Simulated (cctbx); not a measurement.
# Tb2Ru2S7: precision against data quality

Space group Fd-3m (no. 227, origin choice 1), a = 12.4720 Å, b = 12.4720 Å, c = 12.4720 Å, α = 90.00°, β = 90.00°, γ = 90.00°.

```csv
atom,mult.,x,y,z,Ueq (Å²)
Tb1,16,3/8,1/8,3/8,0.0046
Ru1,16,3/8,5/8,3/8,0.0055
S1,8,1/2,0,1/2,0.0095
S2,48,0.0385,3/4,1/4,0.0079
```

The model was made for the exercise: a known structure type with other elements put in, its volume estimated, not relaxed; displacement parameters are assumed.

Five simulated data sets (cctbx; Ag Kα, λ = 0.56087 Å; 4 % proportional error) differ in resolution or exposure (noise floor 2 counts in the first three, 8 in the last two). Each is refined with the right model, isotropic at 1.1 Å and anisotropic otherwise. How do the figures of merit and the uncertainties move?

| d min (Å) | top counts | ⟨I/σ⟩ (unmerged, absences included) | unique | param. (scale apart) | Rint | R1 | GooF | largest s.u. xyz (fractional) | s.u. U of S1 (Å²) | largest error (Å) |
| --- | --- | --- | --- | --- | --- | --- | --- | --- | --- | --- |
| 1.1 | 70000 | 3.3 | 51 | 5 | 0.029 | 0.0047 | 0.89 | 0.00006 | 0.0004 | 0.0009 |
| 0.84 | 70000 | 3.4 | 108 | 9 | 0.031 | 0.0062 | 0.97 | 0.00004 | 0.0002 | 0.0016 |
| 0.6 | 70000 | 3.0 | 264 | 9 | 0.033 | 0.0073 | 0.92 | 0.00002 | 0.0001 | 0.0000 |
| 0.75 | 300 | 0.2 | 146 | 9 | 0.431 | 0.0664 | 1.02 | 0.00087 | 0.0066 | 0.0123 |
| 0.75 | 3000 | 1.0 | 146 | 9 | 0.087 | 0.0227 | 1.02 | 0.00017 | 0.0011 | 0.0025 |

The number of reflections grows roughly as 1/d³: 51, 108 and 264 here. R1 follows the noise rather than the truth: at 300 counts it is 0.0664, at 3000 counts 0.0227, while GooF is 1.02 and 1.02: the weights 1/σ² carry the noise. The s.u. of U (U11 where anisotropic) for S1 goes 0.0004, 0.0002, 0.0001 Å² with resolution and 0.0066, 0.0011 Å² with exposure.

Hardware for the 0.6 Å refinement: 0.69 s on 1 thread of Arm Neoverse N1, with other jobs on the host, peak memory 0.11 GiB.

[Logs are printed without paths, hosts, clocks, repeated set-up lines and the standing remarks that a program may print on its own settings, such as how far it seeks lower states.]
